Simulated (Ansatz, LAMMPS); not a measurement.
# Structural relaxation of annealed particle of C with 5 % Si on C sites (147 atoms)

How does annealed particle of C with 5 % Si on C sites (147 atoms) relax, and what do bonds, charges and levels look like afterwards?

Program: Ansatz 0.2.0. Level of theory: Kohn-Sham DFT, revPBE, PAW (set soft_2), plane waves. Results are calculated unless marked as measured.

### 1. The structure

The cell holds 147 atoms: 140 C and 7 Si. Its edges and angles: a = 21.698 Å, b = 21.767 Å, c = 22.031 Å, α = 90.0°, β = 90.0°, γ = 90.0°. It derives from C (diamond C) and Si. 1 sphere(s) of radius 5.87 Å cut from diamond C (a = 3.566 Å), 5 % of C replaced at random by Si, in vacuum; annealed 20 ps at 3470 K with the Tersoff potential (Tersoff, Phys. Rev. B 39, 5566 (1989)), cooled to 300 K. Vacuum lies along a, b and c.

Limits known from the start: The network of bonds at the start is that of the classical potential that made the cell. The main run has no spin polarisation, so any moments at edges, vacancies or dangling bonds can't form in it.

### 2. The classical run that made the cell

A classical potential supplies the starting structure, since it reaches far longer times than DFT.

This step: classical MD, Tersoff potential (Tersoff, Phys. Rev. B 39, 5566 (1989)) (LAMMPS 22 Jul 2025 - Update 4).

Contents of in.lmp:

```
# annealed particle of C with 5 % Si on C sites
units metal
atom_style atomic
boundary p p p
read_data data.lmp
pair_style tersoff
pair_coeff * * SiCGe.tersoff C Si(D)
neigh_modify delay 0 every 1 check yes
thermo_style custom step time temp pe press density
thermo_modify norm yes
timestep 0.0005
thermo 100
minimize 1e-6 1e-4 500 5000
reset_timestep 0
velocity all create 300 101654 mom yes rot yes dist gaussian
thermo 5000
fix md all nvt temp 300 3470 0.05
run 10000 post no
unfix md
thermo 6666
fix md all nvt temp 3470 3470 0.05
run 40000 post no
unfix md
thermo 6666
fix md all nvt temp 3470 300 0.05
run 20000 post no
unfix md
thermo 5000
fix md all nvt temp 300 300 0.05
run 10000 post no
unfix md
fix c all recenter 0.5 0.5 0.5 units fraction
run 1 post no
write_dump all custom end.dump id type xs ys zs modify sort id
```

Started as:

```bash
> lmp -in in.lmp -log none -nocite
```

Numbers of over 12 decimals in the logs are rounded to 6 here.

The program printed:

```text
LAMMPS (22 Jul 2025 - Update 4)
Reading data file ...
  orthogonal box = (0 0 0) to (21.69822 21.76665 22.03083)
  147 atoms
   Step          Time           Temp          PotEng         Press         Density
         0   0              0             -5.795867       19793.38       0.29972937
        31   0.0155         0             -6.1769224      2423.7011      0.29972937
Loop time of 0.0158406 s on 1 MPI rank(s) for 31 steps with 147 atoms
Minimization stats:
  Stopping criterion = energy tolerance
  Energy initial, next-to-last, final =
     -5.79586704084923  -6.17692122106234  -6.17692237144901
  Force two-norm initial, final = 74.36527 9.003531
  Iterations, force evaluations = 31 67
   Step          Time           Temp          PotEng         Press         Density
         0   0              300           -6.1769224      3004.8819      0.29972937
      5000   2.5            1775.998      -5.9796755      1354.8015      0.29972937
[... 8 lines left out ...]
     39996   19.998         3344.1871     -5.962802      -7374.1988      0.29972937
     46662   23.331         3293.6896     -6.0924937     -939.72409      0.29972937
[... 1 line left out ...]
Loop time of 7.17043 s on 1 MPI rank(s) for 40000 steps with 147 atoms
   Step          Time           Temp          PotEng         Press         Density
[... 5 lines left out ...]
Loop time of 3.19899 s on 1 MPI rank(s) for 20000 steps with 147 atoms
   Step          Time           Temp          PotEng         Press         Density
[... 1 line left out ...]
     75000   37.5           309.11401     -6.5061029      1101.2929      0.29972937
     80000   40             292.13735     -6.5158982     -903.01987      0.29972937
Loop time of 1.45663 s on 1 MPI rank(s) for 10000 steps with 147 atoms
WARNING: No fixes with time integration, atoms won't move
   Step          Time           Temp          PotEng         Press         Density
     80000   40             292.13735     -6.5158982     -903.01987      0.29972937
     80001   40.0005        292.13735     -6.5158982     -903.01987      0.29972937
Loop time of 0.000217245 s on 1 MPI rank(s) for 1 steps with 147 atoms
```

Run time: 14 s. Hardware: 1 thread of Arm Neoverse V2, shared host; peak memory 0.088 GiB.

The input also reads data.lmp (atoms, bonds and types; not printed here).

### 3. Single point at the start

The forces at the start show how far the geometry lies from a minimum of this functional.

Contents of input.yaml:

```yaml
crystal:
  lattice:
    - [21.69822, 0.0, 0.0]
    - [0.0, 21.76665, 0.0]
    - [0.0, 0.0, 22.03083]
  atoms:
    - { symbol: C, position: [0.25786, 0.52524, 0.41325] }
    - { symbol: C, position: [0.29732, 0.39265, 0.5133] }
    - { symbol: C, position: [0.30867, 0.45407, 0.61069] }
    - { symbol: C, position: [0.34591, 0.34045, 0.60342] }
    - { symbol: C, position: [0.23288, 0.49046, 0.52302] }
    - { symbol: C, position: [0.24985, 0.5388, 0.47954] }
    - { symbol: C, position: [0.25212, 0.60368, 0.49775] }
    - { symbol: C, position: [0.35568, 0.56012, 0.59024] }
    - { symbol: C, position: [0.32854, 0.62047, 0.57874] }
    - { symbol: C, position: [0.27852, 0.44547, 0.55046] }
    - { symbol: C, position: [0.4332, 0.50014, 0.54121] }
    - { symbol: C, position: [0.30728, 0.63576, 0.51774] }
    - { symbol: C, position: [0.35411, 0.66306, 0.47087] }
    - { symbol: C, position: [0.40556, 0.274, 0.41879] }
    - { symbol: C, position: [0.32736, 0.33939, 0.53977] }
    - { symbol: Si, position: [0.3596, 0.28138, 0.49014] }
    - { symbol: C, position: [0.47843, 0.2291, 0.49119] }
    - { symbol: C, position: [0.28104, 0.38986, 0.44821] }
    - { symbol: C, position: [0.31647, 0.41794, 0.39932] }
    - { symbol: C, position: [0.31022, 0.48535, 0.38566] }
    - { symbol: C, position: [0.35763, 0.5166, 0.34539] }
    - { symbol: C, position: [0.42336, 0.50055, 0.47732] }
    - { symbol: C, position: [0.39448, 0.55422, 0.44964] }
    - { symbol: C, position: [0.36358, 0.38038, 0.36] }
    - { symbol: C, position: [0.39814, 0.41299, 0.31179] }
    - { symbol: C, position: [0.25292, 0.58768, 0.38477] }
    - { symbol: C, position: [0.31045, 0.61882, 0.36859] }
    - { symbol: C, position: [0.3351, 0.67298, 0.40217] }
    - { symbol: C, position: [0.38127, 0.71011, 0.36368] }
    - { symbol: C, position: [0.35485, 0.5819, 0.33689] }
    - { symbol: C, position: [0.40681, 0.61155, 0.30417] }
    - { symbol: C, position: [0.46382, 0.24095, 0.42779] }
    [... 109 atom lines left out ...]
    - { symbol: C, position: [0.70372, 0.35563, 0.49482] }
    - { symbol: C, position: [0.73019, 0.40865, 0.46496] }
    - { symbol: C, position: [0.6879, 0.43189, 0.4147] }
    - { symbol: C, position: [0.76939, 0.45004, 0.50031] }
    - { symbol: C, position: [0.63668, 0.60825, 0.44583] }
    - { symbol: C, position: [0.59808, 0.57996, 0.3951] }
kpoints:
  mp_grid: { grid: [1, 1, 1] }
hamiltonian:
  xc: revpbe
scf:
  occupations: { method: gaussian, width: 0.025 }
output:
  forces: true
```

Started as:

```bash
> ansatz run input.yaml --threads 8 --pin off --max-ram 15872MiB --backend cpu --events-out ev --progress --plain --runs-dir out
```

The program printed:

```text
Engine: ansatz 0.2.0, aarch64-unknown-linux-gnu
Pseudopotentials: kind: paw
Pseudopotential: C, paw, valence charge 4, recommended cutoff 420 eV (normal), C.paw.azcp
Pseudopotential: Si, paw, valence charge 4, recommended cutoff 420 eV (normal), Si.paw.azcp
[... 5 lines on functional and potentials left out ...]
Crystal: 147 atoms, lattice volume = 10405.107 Å³
Basis set: ecut = 420 eV, 203389 PW (Γ), exchange–correlation on 300×300×300 points (8 copies of the dense FFT grid, shifted against one another)
Bands: 441, of which v1, the nominal top of the filled ones, is band 294 counted from 1 (293 counted from 0)
Symmetry: 1 space group operations
Space group: P1 (ITA 1), of the structure as read, at distance tolerance 2.2e-4 Å
k-points: 1
[... 7 lines on functional and potentials left out ...]
Initial density: superposition of atomic densities (neutral atoms: chi_scale 0, normalization atom), corrected by the library's trained network
Initial wavefunctions: pseudopotential atomic-orbital guess
Functional: x = revpbe(κ = 1.245, μ = 0.219515), c = pbe(β = 0.066725)
SCF iter   1: F=—  HF=-39576.442767 eV  |F-HF|=—  |Δ(HF+E_count)|=         —  Δρ=7.99e-3  dr2=1.97e1  ethr=1.77e-3  ⟨swp⟩=7.0  Hψ=2179  notcnv=0  defer=114
preconditioner: auto → LDOS  [insulator: Δε(μ)=0.026 eV  Ē_g=12.400 eV  σ=0.025 eV  W_gap=0.54  n_scr=846 (ndim 8)  ℏωp=8.8 eV  f_vac=0.824  D(μ)=82.61/eV (n_scr^D=304)  ε∞_Penn≈1.5  β→1.0]
SCF iter   2: F=—  HF=-39575.539554 eV  |F-HF|=—  |Δ(HF+E_count)|=   9.03e-1  Δρ=4.85e-3  dr2=5.53e0  ethr=1.77e-3  ⟨swp⟩=3.0  Hψ=755  notcnv=0  defer=133
SCF iter   3: F=—  HF=-39575.279428 eV  |F-HF|=—  |Δ(HF+E_count)|=   2.60e-1  Δρ=1.75e-3  dr2=8.43e-1  ethr=9.40e-4  ⟨swp⟩=2.0  Hψ=359  notcnv=0  defer=133
SCF iter   4: F=—  HF=-39575.298389 eV  |F-HF|=—  |Δ(HF+E_count)|=   1.90e-2  Δρ=1.68e-3  dr2=7.07e-1  ethr=1.43e-4  ⟨swp⟩=2.0  Hψ=334  notcnv=0  defer=133
SCF iter   5: F=—  HF=-39575.286892 eV  |F-HF|=—  |Δ(HF+E_count)|=   1.15e-2  Δρ=8.36e-4  dr2=1.82e-1  ethr=1.20e-4  ⟨swp⟩=2.0  Hψ=318  notcnv=0  defer=133
SCF iter   6: F=—  HF=-39575.287093 eV  |F-HF|=—  |Δ(HF+E_count)|=   2.01e-4  Δρ=6.04e-4  dr2=1.02e-1  ethr=3.10e-5  ⟨swp⟩=2.0  Hψ=309  notcnv=0  defer=133
SCF iter   7: F=—  HF=-39575.286774 eV  |F-HF|=—  |Δ(HF+E_count)|=   3.19e-4  Δρ=3.79e-4  dr2=3.41e-2  ethr=1.73e-5  ⟨swp⟩=1.0  Hψ=308  notcnv=0  defer=133
SCF iter   8: F=—  HF=-39575.287264 eV  |F-HF|=—  |Δ(HF+E_count)|=   4.90e-4  Δρ=1.89e-4  dr2=7.65e-3  ethr=5.79e-6  ⟨swp⟩=2.0  Hψ=318  notcnv=0  defer=133
SCF iter   9: F=—  HF=-39575.287483 eV  |F-HF|=—  |Δ(HF+E_count)|=   2.19e-4  Δρ=1.07e-4  dr2=2.72e-3  ethr=1.30e-6  ⟨swp⟩=2.0  Hψ=545  notcnv=0  defer=133
SCF iter  10: F=—  HF=-39575.287691 eV  |F-HF|=—  |Δ(HF+E_count)|=   2.08e-4  Δρ=5.76e-5  dr2=7.34e-4  ethr=4.62e-7  ⟨swp⟩=2.0  Hψ=312  notcnv=0  defer=133
SCF iter  11: F=—  HF=-39575.287881 eV  |F-HF|=—  |Δ(HF+E_count)|=   1.90e-4  Δρ=2.27e-5  dr2=9.23e-5  ethr=1.25e-7  ⟨swp⟩=2.0  Hψ=592  notcnv=0  defer=133
SCF iter  12: F=—  HF=-39575.287574 eV  |F-HF|=—  |Δ(HF+E_count)|=   3.07e-4  Δρ=1.26e-5  dr2=3.32e-5  ethr=1.57e-8  ⟨swp⟩=2.0  Hψ=448  notcnv=0  defer=133
SCF iter  13: F=—  HF=-39575.287599 eV  |F-HF|=—  |Δ(HF+E_count)|=   2.49e-5  Δρ=6.92e-6  dr2=1.00e-5  ethr=5.65e-9  ⟨swp⟩=2.0  Hψ=346  notcnv=0  defer=133
SCF iter  14: F=—  HF=-39575.287607 eV  |F-HF|=—  |Δ(HF+E_count)|=   8.66e-6  Δρ=4.28e-6  dr2=3.30e-6  ethr=1.70e-9  ⟨swp⟩=2.0  Hψ=345  notcnv=0  defer=133
SCF iter  15: F=—  HF=-39575.287611 eV  |F-HF|=—  |Δ(HF+E_count)|=   3.84e-6  Δρ=2.70e-6  dr2=1.37e-6  ethr=5.61e-10  ⟨swp⟩=2.0  Hψ=417  notcnv=0  defer=133
SCF iter  16: F=—  HF=-39575.287613 eV  |F-HF|=—  |Δ(HF+E_count)|=   2.02e-6  Δρ=1.55e-6  dr2=4.12e-7  ethr=2.34e-10  ⟨swp⟩=2.0  Hψ=309  notcnv=0  defer=133
SCF iter  17: F=—  HF=-39575.287614 eV  |F-HF|=—  |Δ(HF+E_count)|=   1.27e-6  Δρ=8.47e-7  dr2=1.20e-7  ethr=7.01e-11  ⟨swp⟩=2.0  Hψ=375  notcnv=0  defer=133
SCF iter  18: F=-39575.287616 eV  HF=-39575.287615 eV  |F-HF|=4.19e-7  |Δ(HF+E_count)|=   7.20e-7  Δρ=4.04e-7  dr2=3.04e-8  ethr=1.70e-11  ⟨swp⟩=3.0  Hψ=1034  notcnv=0
SCF 1 converged in 18 iterations: F = -39575.287616 eV  dr2 = 3.04e-8
  greatest PAW one-centre occupation: 0.692 electrons in one spin orbital (limit 2), on the C atom at site 72 (counted from 0), in its partial waves of l = 0
SCF converged after 18 iterations
Free energy (F): -39575.287616 eV
Harris-Foulkes:  -39575.287615 eV  (|F-HF|=4.19e-7)
Internal energy: -39575.258946 eV  (E = F + TS)
E sigma→0 (E₀):  -39575.273281 eV
Entropy (-TS):   -0.028669 eV (-0.195 meV/atom)
Fermi energy:    -3.523736 eV
--- Per-component energies (eV) ---
  E_band       = -6830.567097
  E_kinetic    = 12528.733172
  E_local      = -337314.408164  (includes V_loc(G=0)·N_el)
  E_nonlocal   = 3868.410812
  E_hartree    = 161702.054222
  E_xc         = -6980.396818
  E_vxc        = -8468.635790  (∫ρ·V_xc dr)
  E_paw        = -17568.618560  (= ΣΔE_a)
  E_vpaw       = -848.776617  (= ΣTr[D̂ρ^β])
  E_aug_tail   = 0.000937  (compensation charges beyond the density's cutoff)
  E_ewald      = 144190.731659
  E_core_change = -1.766207  (= ΣΔE_core)
  E_smearing   = -0.028669  (= −TS)
  E_closure    = -0.000000  (closes the sum)
  Σ components = -39575.287616   (vs F -39575.287616, Δ=0.00e0)
--- Forces (eV/Å), atoms counted from 1 ---
  atom   1  C      2.87620132     1.94004118    -0.98049804
  atom   2  C     -1.72429674    -0.15164465     0.70825535
  atom   3  C      0.84137784     0.45253918     1.52122039
  atom   4  C      1.07395703     2.15306856     0.32742258
  atom   5  C      3.52556706    -0.35091427    -0.75955255
  atom   6  C     -2.35726909    -1.82209834     0.80838958
  atom   7  C      2.67921378    -0.14593244    -2.01015976
  atom   8  C     -1.68831121     1.70765670    -0.01858979
  atom   9  C      0.91773247     1.14278224     0.48242685
  atom  10  C     -0.02235036     0.06998048    -0.86726518
  atom  11  C      0.26877507    -3.63912936     1.32492690
  atom  12  C     -1.45965392    -1.63974990    -1.86540669
  atom  13  C     -1.46844505     2.63205332    -0.07876200
  atom  14  C     -0.22971708     2.11249564    -2.14820293
[...]
atom 146  C      1.76225524     2.82276660     1.76372662
  atom 147  C      2.29398940    -1.68544705     1.01827935
  max |Σ_I F_I| component: 8.36e-5 eV/Å
```

The job ended after 69 s (8 threads of Arm Neoverse V2, shared host; peak memory 11 GiB; 8.5 min of CPU time).

The column dr2 measures how far the density is from self-consistency, as an energy; F and HF (Harris–Foulkes) agree once it is small.

The run gave:

| Property | Result |
| --- | --- |
| free energy | -39575.2876 eV |
| free energy per atom | -269.2196 eV/atom |
| SCF cycles | 18 |
| r.m.s. force component | 1.517 eV/Å |
| longest force | 7.101 eV/Å |
| Fermi energy | -3.524 eV |

The r.m.s. force component of 1.5 eV/Å sets the starting point.

Neighbours are counted within 1.85 Å (C-C), 2.28 Å (C-Si).

Length of the force by element and coordination:

```
element  coordination  atoms  mean length of the force (eV/Å)  spread  least  most
      C           all    140                             2.40    1.15  0.485  7.10
      C             2     18                             3.64    1.24   1.73  7.10
      C             3    117                             2.22    1.03  0.485  5.31
      C             4      5                             2.34   0.577   1.62  3.02
     Si           all      7                             1.57   0.709  0.298  2.42
     Si             3      5                             1.55   0.674  0.298  2.14
     Si             4      2                             1.63   0.785  0.848  2.42
```

(Continued in part 2 of 3.)

[Logs are printed without paths, hosts, clocks, repeated set-up lines and the standing remarks that a program may print on its own settings, such as how far it seeks lower states.]

[Hosts, paths, dates, database ids (printed as entryN), source tags and the programs' standing remarks are cut or masked in the printed files.]
